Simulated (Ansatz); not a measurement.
**LaAs (model cell, started as zinc blende): from the cell to its phonons**

Task: relax LaAs (model cell, started as zinc blende), then find its harmonic phonons.

Method: DFT r2SCAN, scalar-relativistic, plane waves, PAW, in Ansatz 0.2.0.

This is a report of a sequence of runs, with most program output left out.

The structure was built from a prototype and need not be the compound's stable phase.

## Step 1: Starting point

The structure is cubic, space group F-43m (No. 216). Conventional cell: a = 6.686 Å, b = 6.686 Å, c = 6.686 Å, α = 90.00°, β = 90.00°, γ = 90.00°. Nearest to La lie 4 As at 2.90 Å. Nearest to As lie 4 La at 2.90 Å. Farther neighbours are not listed.

## Step 2: Relaxation

Harmonic phonons are second derivatives at a point where the forces vanish, and they are wanted at zero stress, so atoms and cell are relaxed first.

Contents of input.yaml:

```yaml
crystal:
  lattice:
    - [0.0, 3.34309, 3.34309]
    - [3.34309, 0.0, 3.34309]
    - [3.34309, 3.34309, 0.0]
  atoms:
    - { symbol: La, position: [0.0, 0.0, 0.0] }
    - { symbol: As, position: [0.25, 0.25, 0.25] }
kpoints:
  mp_grid: { grid: [6, 6, 6] }
hamiltonian:
  xc: r2scan
scf:
  occupations: { method: gaussian, width: 0.02 }
output:
  forces: true
  stress: true
  eigenvalues: true
relax:
  adjacent_minimum: "off"
  f_tol: 0.005
  max_steps: 80
  cell: { stress_tol: 0.05 }
```

Started as:

```console
$ ansatz run input.yaml --threads 4 --pin off --max-ram 7168MiB --backend cpu --events-out ev --progress --plain --runs-dir out
```

The job ended after 7.3 s (4 threads of Arm Neoverse V2, shared host; peak memory 0.55 GiB; 26 s of CPU time).

Relaxation path:

| step | energy less that of the first step (eV) | largest force component (eV/Å) | pressure (GPa) | volume (Å³) |
| --- | --- | --- | --- | --- |
| 1 | 0.0000 | 0.0000 | 2.48 | 74.73 |
| 2 | -0.0122 | 0.0000 | -1.60 | 81.73 |
| 3 | -0.0284 | 0.0000 | -0.12 | 78.83 |
| 4 | -0.0285 | 0.0000 | 0.01 | 78.60 |
| 5* | -0.0289 | 0.0000 | 0.01 | 78.60 |

Relaxation steps marked * repeat the geometry before them on a plane-wave basis chosen anew for their cell, so energy and pressure can jump there.

Forces are held to the 24 operations that the run works with; a distortion that breaks them can't arise in this run.

| conventional cell, symmetrised | before | after | change |
| --- | --- | --- | --- |
| a (Å) | 6.686 | 6.800 | +1.7 % |
| b (Å) | 6.686 | 6.800 | +1.7 % |
| c (Å) | 6.686 | 6.800 | +1.7 % |
| volume (Å³/atom) | 37.36 | 39.30 | +5.2 % |

Final coordinates:

```xyz
2
Lattice="0.0000 3.3999 3.3999 3.3999 0.0000 3.3999 3.3999 3.3999 0.0000" Properties=species:S:1:pos:R:3 pbc="T T T"
La    0.0000    0.0000    0.0000
As    1.7000    1.7000    1.7000
```

This step gave:

```
pressure           : 0.006824 GPa
gap on the k-mesh  : 1.709 eV
volume per atom    : 39.30 Å³
direct gap on mesh : 1.709 eV
```

In this step the volume went from 37.36 to 39.30 Å³/atom.

## Step 3: Relaxing to small forces for the phonons

Phonons need a cell at rest on their own settings, so the relaxation is repeated with tight tolerances on forces and stress, using the mesh and the filling of the phonon run that follows.

Contents of input.yaml:

```yaml
crystal:
  lattice:
    - [0.0, 3.399941309, 3.399941309]
    - [3.399941309, 0.0, 3.399941309]
    - [3.399941309, 3.399941309, 0.0]
  atoms:
    - { symbol: La, position: [0.0, 0.0, 0.0] }
    - { symbol: As, position: [0.25, 0.25, 0.25] }
kpoints:
  mp_grid: { grid: [8, 8, 8] }
hamiltonian:
  xc: r2scan
scf:
  occupations: { method: fixed }
output:
  forces: true
  stress: true
  eigenvalues: true
relax:
  adjacent_minimum: "off"
  f_tol: 0.001
  max_steps: 60
  cell: { stress_tol: 0.01 }
```

The job ended after 4.8 s (4 threads; peak memory 0.56 GiB).

Little changed from the start: no atom moved by 0.005 Å and no cell edge by 0.1 %.

Numbers from this step:

- pressure: 0.009128 GPa
- gap on the k-mesh: 1.684 eV
- direct gap on mesh: 1.684 eV

The forces vanish by symmetry and the pressure is 0.009 GPa, within the tolerances set. The cell now holds 39.30 Å³/atom.

## Step 4: Modes at Γ

The zone centre comes first: it holds the modes that light can see, as far as symmetry allows. The response to a homogeneous field gives the Born charges and the dielectric tensor.

input.yaml, the sections that differ from step 3:

```yaml
output:
  eigenvalues: true
phonons:
  method: dfpt
  dielectric: true
  rigid_motions: translations
# crystal, kpoints, hamiltonian, scf: as in step 3
# relax: removed
```

Elapsed: 78 s, on 4 threads; peak memory 2.2 GiB.

This step gave:

| Item | Value |
| --- | --- |
| sum-rule residual before enforcement | 1.57e-4 eV/Å² |
| miss of the charge sum rule | 2.10e-4 e |
| estimated error of the dielectric tensor | 0.02458 |
| estimated error of the Born charges | 0.01567 e |
| point group | -43m |
| highest optical mode at the zone centre (no LO-TO term) | 165.4 cm⁻¹ |
| lowest optical zone-centre mode | 165.4 cm⁻¹ |
| mean high-frequency dielectric constant | 7.368 |
| largest Born charge (third of the trace) | 3.167 e |
| mean static dielectric constant | 12.08 |
| top of the zone-centre spectrum with the field | 211.8 cm⁻¹ |

Without the LO-TO term. Patterns of degenerate modes are one choice out of their space. The modes at Γ (shares of kinetic energy by element, %):

| mode | frequency (cm⁻¹) | symmetry | La % | As % |
| --- | --- | --- | --- | --- |
| 1 | 0.0 | acoustic | 65 | 35 |
| 2 | 0.0 | acoustic | 65 | 35 |
| 3 | 0.0 | acoustic | 65 | 35 |
| 4 | 165.4 | T2 | 35 | 65 |
| 5 | 165.4 | T2 | 35 | 65 |
| 6 | 165.4 | T2 | 35 | 65 |

Displacements in mode 4 (165.4 cm⁻¹), the largest set to 1:
```
La1  0.00  0.00 -0.54
As2  0.00  0.00  1.00
```

Optical modes at the zone centre, without and with the macroscopic field of the longitudinal modes; each column is sorted by frequency, so a row need not hold one and the same mode. Modes with and without the field, by row:

| rank among optical modes | no field (cm⁻¹) | q along (1, 0, 0) (cm⁻¹) |
| --- | --- | --- |
| 1 | 165.4 | 165.4 |
| 2 | 165.4 | 165.4 |
| 3 | 165.4 | 211.8 |

Born charge (rows field, columns displacement) (e), principal values of the symmetric part by kind of site:

| atom | atoms with these values | low | middle | high | mean |
| --- | --- | --- | --- | --- | --- |
| La1 | 1 | 3.17 | 3.17 | 3.17 | 3.17 |
| As2 | 1 | -3.17 | -3.17 | -3.17 | -3.17 |

In full for La1:

```
3.17 0.00 0.00
0.00 3.17 0.00
0.00 0.00 3.17
```

High-frequency dielectric tensor:

```
7.37 0.00 0.00
0.00 7.37 0.00
0.00 0.00 7.37
```

Static dielectric tensor (ions relaxed, fixed cell):

```
12.08  0.00  0.00
 0.00 12.08  0.00
 0.00  0.00 12.08
```

Transverse modes. Lines of the infrared spectrum (strongest = 100):

| position (cm⁻¹) | label | relative intensity |
| --- | --- | --- |
| 165 | T2 | 100 |

Before it was imposed, the acoustic sum rule was missed by 1.6e-4 eV/Å² and the charge sum rule by 2.1e-4 e. Small misses are needed for a sound result but don't prove that mesh and cutoff are converged. The lowest optical mode is real, 165 cm⁻¹.

## Step 5: Phonons on a q mesh

Stability and thermal properties need the whole zone. Linear response on a 4×4×4 q mesh gives force constants as far as a supercell of that size would, and the tensors from the zone-centre run are typed in so that the long-range dipole term is interpolated apart.

input.yaml, the sections that differ from step 4:

```yaml
phonons:
  method: dfpt
  qmesh: [4, 4, 4]
  temperatures: { t_max: 1000, t_step: 50 }
  qpath:
    path:
      - [[0.0, 0.0, 0.0], [-0.5, -0.5, 0.0], [-0.375, -0.375, 0.25]]
      - [[-0.375, 0.0, 0.375], [0.0, 0.0, 0.0], [0.0, 0.0, 0.5], [-0.5, -0.25, 0.25], [-0.5, -0.5, 0.0]]
    npoints: 10
  non_analytic_term:
    high_frequency_dielectric_tensor: [[7.3681, 0.0, 0.0], [0.0, 7.3681, 0.0], [0.0, 0.0, 7.3681]]
    born_effective_charges:
      - { species: La, tensor: [[3.1673, 0.0, 0.0], [0.0, 3.1673, 0.0], [0.0, 0.0, 3.1673]] }
      - { species: As, tensor: [[-3.1673, 0.0, 0.0], [0.0, -3.1673, 0.0], [0.0, 0.0, -3.1673]] }
    source: "zone-centre run at this cell"
# crystal, kpoints, hamiltonian, scf, output: as in step 4
```

The job ended after 13 min (4 threads; peak memory 3.5 GiB; 50 min of CPU time).

This step gave:

```
sum-rule residual before enforcement                    : 3.51e-5 eV/Å²
lowest frequency on the path                            : -3.123 cm⁻¹
highest frequency on the path or at a solved wavevector : 211.9 cm⁻¹
lowest mode on the q mesh (acoustic modes at Γ apart)   : 18.77 cm⁻¹
```

Frequencies (cm⁻¹) solved at each irreducible wavevector; negative means imaginary. Frequencies by wavevector, by row:

| q in reciprocal lattice units | star | mode 1 | mode 2 | mode 3 | mode 4 | mode 5 | mode 6 |
| --- | --- | --- | --- | --- | --- | --- | --- |
| 0 0 0 | 1 | 0 | 0 | 0 | 165.4 | 165.4 | 165.4 |
| 0 0 0.25 | 8 | 18.8 | 18.8 | 74.2 | 164.1 | 164.1 | 200.1 |
| 0 0 -0.5 | 4 | 27.6 | 27.6 | 124.4 | 162.7 | 162.7 | 174.9 |
| 0 0.25 0.25 | 6 | 33.9 | 33.9 | 78.4 | 160.4 | 160.4 | 199.3 |
| 0 0.25 -0.5 | 24 | 42.3 | 64.5 | 116.9 | 158.3 | 158.8 | 175.8 |
| 0 0.25 -0.25 | 12 | 30.8 | 64.9 | 101.6 | 160.8 | 162 | 182.5 |
| 0 -0.5 -0.5 | 3 | 53.3 | 53.3 | 135.5 | 153.9 | 153.9 | 169 |
| 0.25 -0.5 -0.25 | 6 | 66.1 | 70.3 | 124.8 | 156.3 | 159.5 | 163.4 |

Interpolated from a 4×4×4 q mesh, with the LO-TO term (at Γ the limit along the path; where Γ stands inside the path, tables give the limit on arrival). The phonon branches at the labelled points (cm⁻¹):

| point | branch 1 | branch 2 | branch 3 | branch 4 | branch 5 | branch 6 |
| --- | --- | --- | --- | --- | --- | --- |
| Γ | 0 | 0 | 0 | 165 | 165 | 212 |
| halfway | 34 | 34 | 78 | 160 | 160 | 199 |
| X | 53 | 53 | 136 | 154 | 154 | 169 |
| halfway | 51 | 63 | 133 | 155 | 155 | 168 |
| U | 45 | 76 | 126 | 157 | 158 | 167 |
| jump to K | 45 | 76 | 126 | 157 | 158 | 167 |
| halfway | 22 | 48 | 81 | 163 | 164 | 194 |
| Γ | 0 | 0 | 0 | 165 | 165 | 212 |
| halfway | 19 | 19 | 74 | 164 | 164 | 200 |
| L | 28 | 28 | 124 | 163 | 163 | 175 |
| halfway | 41 | 63 | 121 | 159 | 161 | 172 |
| W | 66 | 70 | 125 | 156 | 160 | 163 |
| halfway | 60 | 61 | 130 | 156 | 156 | 167 |
| X | 53 | 53 | 136 | 154 | 154 | 169 |

The phonon density of states has structure finer than the step of the table below, so its rows give means over 10 cm⁻¹, whole bins alone (the curve runs from -3 to 211 cm⁻¹). Peaks (cm⁻¹: height): 51.0: 0.0475, 121.0: 0.0620, 161.0: 0.263.

Tetrahedra on a 16×16×16 mesh, mean over bins of 2 cm-1. Interpolated from a 4×4×4 q mesh. Table of phonon density of states by wavenumber; means over each step:

| wavenumber (cm⁻¹) | phonon density of states (1/cm⁻¹/cell) |
| --- | --- |
| 10 | 0.00517 |
| 20 | 0.0133 |
| 30 | 0.0356 |
| 40 | 0.0434 |
| 50 | 0.0456 |
| 60 | 0.0326 |
| 70 | 0.0309 |
| 80 | 0.00858 |
| 90 | 0.00801 |
| 100 | 0.0113 |
| 110 | 0.0178 |
| 120 | 0.0380 |
| 130 | 0.00826 |
| 140 | 3.6e-5 |
| 150 | 0.00692 |
| 160 | 0.186 |
| 170 | 0.0443 |
| 180 | 0.0291 |
| 190 | 0.0178 |
| 200 | 0.0120 |

Phonopy on the run's constants, 15x15x15 mesh, Gaussian sigma 2.0 cm-1. Interpolated from a 4×4×4 q mesh. Partial phonon density of states against wavenumber; read off at these points; values in 1/cm⁻¹/cell:

| wavenumber (cm⁻¹) | As | La |
| --- | --- | --- |
| -10.0 | 6.7e-7 | 1.3e-6 |
| -5.0 | 3.4e-4 | 6.2e-4 |
| 0.0 | 5.6e-4 | 0.00102 |
| 5.0 | 0.00106 | 0.00189 |
| 10.0 | 0.00183 | 0.00322 |
| 15.0 | 0.00311 | 0.00541 |
| 20.0 | 0.00521 | 0.00890 |
| 25.0 | 0.00776 | 0.0128 |
| 30.0 | 0.0150 | 0.0240 |
| 35.0 | 0.0159 | 0.0251 |
| 40.0 | 0.0167 | 0.0262 |
| 45.0 | 0.0164 | 0.0254 |
| 48.8 | 0.0195 | 0.0303 |
| 50.0 | 0.0187 | 0.0289 |
| 55.0 | 0.0164 | 0.0257 |
| 60.0 | 0.0113 | 0.0180 |
| 65.0 | 0.0115 | 0.0185 |
| 70.0 | 0.0121 | 0.0188 |
| 75.0 | 0.00904 | 0.0147 |
| 80.0 | 0.00271 | 0.00525 |
| 85.0 | 0.00226 | 0.00490 |
| 90.0 | 0.00236 | 0.00528 |
| 95.0 | 0.00298 | 0.00707 |
| 100.0 | 0.00318 | 0.00814 |
| 105.0 | 0.00340 | 0.00952 |
| 110.0 | 0.00403 | 0.0130 |
| 115.0 | 0.00460 | 0.0186 |
| 120.0 | 0.00665 | 0.0384 |
| 121.4 | 0.00606 | 0.0394 |
| 125.0 | 0.00241 | 0.0234 |
| 130.0 | 4.1e-4 | 0.00741 |
| 135.0 | 5.0e-5 | 0.0017 |
| 140.0 | 0 | 2.7e-5 |
| 145.0 | 0 | 0 |
| 150.0 | 9.1e-4 | 6.3e-4 |
| 155.0 | 0.0499 | 0.0339 |
| 160.0 | 0.133 | 0.0833 |
| 160.7 | 0.137 | 0.0851 |
| 165.0 | 0.0705 | 0.0353 |
| 170.0 | 0.0360 | 0.00510 |
| 175.0 | 0.0327 | 0.00739 |
| 180.0 | 0.0203 | 0.00610 |
| 185.0 | 0.0160 | 0.00586 |
| 190.0 | 0.0130 | 0.00544 |
| 195.0 | 0.0102 | 0.00466 |
| 200.0 | 0.00789 | 0.00386 |
| 205.0 | 0.00572 | 0.00292 |
| 210.0 | 0.00249 | 0.00131 |
| 215.0 | 8.7e-5 | 4.9e-5 |
| 220.0 | 0 | 0 |

Second derivatives of the energy by pair, one row for each kind of neighbour of each atom listed. Each entry sums the pair over the periodic images of the supercell that the q mesh stands for, and in a polar crystal it holds the long-range dipole part too. Force constants by pair, by row:

| atom | neighbour | distance (Å) | third of the trace (eV/Å²) | along the pair's line (eV/Å²) |
| --- | --- | --- | --- | --- |
| La1 | itself | 0 | 6.733 | – |
| La1 | As | 2.944 | -1.425 | -3.42 |
| La1 | La | 4.808 | -0.0831 | -0.5864 |
| La1 | As | 5.638 | -0.026 | 0.192 |
| La1 | La | 6.8 | -0.0227 | -0.1183 |
| La1 | As | 7.41 | 0.0599 | 0.1736 |
| As2 | itself | 0 | 5.584 | – |
| As2 | La | 2.944 | -1.425 | -3.42 |
| As2 | As | 4.808 | 0.0097 | -0.4729 |
| As2 | La | 5.638 | -0.026 | 0.192 |
| As2 | As | 6.8 | -0.0186 | -0.0994 |
| As2 | La | 7.41 | 0.0599 | 0.1736 |

Symmetry leaves 8 wavevectors to solve. The lowest mode among them, the acoustic zeros apart, lies at q = (0, 0, 0.25) and is real, 18.8 cm⁻¹.

## Step 6: Results

| Property | Result |
| --- | --- |
| space group after relaxation (within 0.01 Å) | F-43m |
| volume per atom | 39.3 Å³ |
| gap on the k-mesh | 1.68 eV |
| highest optical mode at the zone centre (no LO-TO term) | 165 cm⁻¹ |
| top of the zone-centre spectrum with the field | 212 cm⁻¹ |
| lowest optical zone-centre mode | 165 cm⁻¹ |
| mean high-frequency dielectric constant | 7.37 |
| mean static dielectric constant | 12.1 |
| largest Born charge (third of the trace) | 3.17 e |
| lowest mode on the q mesh (acoustic modes at Γ apart) | 18.8 cm⁻¹ |
| highest frequency on the path or at a solved wavevector | 212 cm⁻¹ |
| imaginary modes on the 4×4×4 q mesh | none |

In words: No mode is imaginary at the 8 irreducible wavevectors solved, but between them the interpolated path dips to 3.1i cm⁻¹, so stability is not settled. Without the field, the optical modes at Γ form one degenerate level at 165 cm⁻¹. The highest mode in this list at Γ, 165.4 cm⁻¹, has its largest share on As (65 % of the kinetic energy). With the macroscopic field of the longitudinal modes the top of the zone-centre spectrum lies at 212 cm⁻¹, against 165 cm⁻¹ without it. Lattice motion raises the mean dielectric constant from 7.368 to 12.08. The strongest infrared line is at 165 cm⁻¹. The program warns that the interpolation holds no quadrupole term, so branches close to Γ can be off in this crystal. Spin-orbit coupling is left out, which can matter for the heavy elements here. The starting cell was built on a prototype and not taken from a measurement, so the phase need not exist. These are harmonic frequencies at zero temperature: anharmonic shifts, linewidths and thermal expansion are left out.

[Logs are printed without paths, hosts, clocks, repeated set-up lines and the standing remarks that a program may print on its own settings, such as how far it seeks lower states.]

[Hosts, paths, dates, database ids (printed as entryN), source tags and the programs' standing remarks are cut or masked in the printed files.]
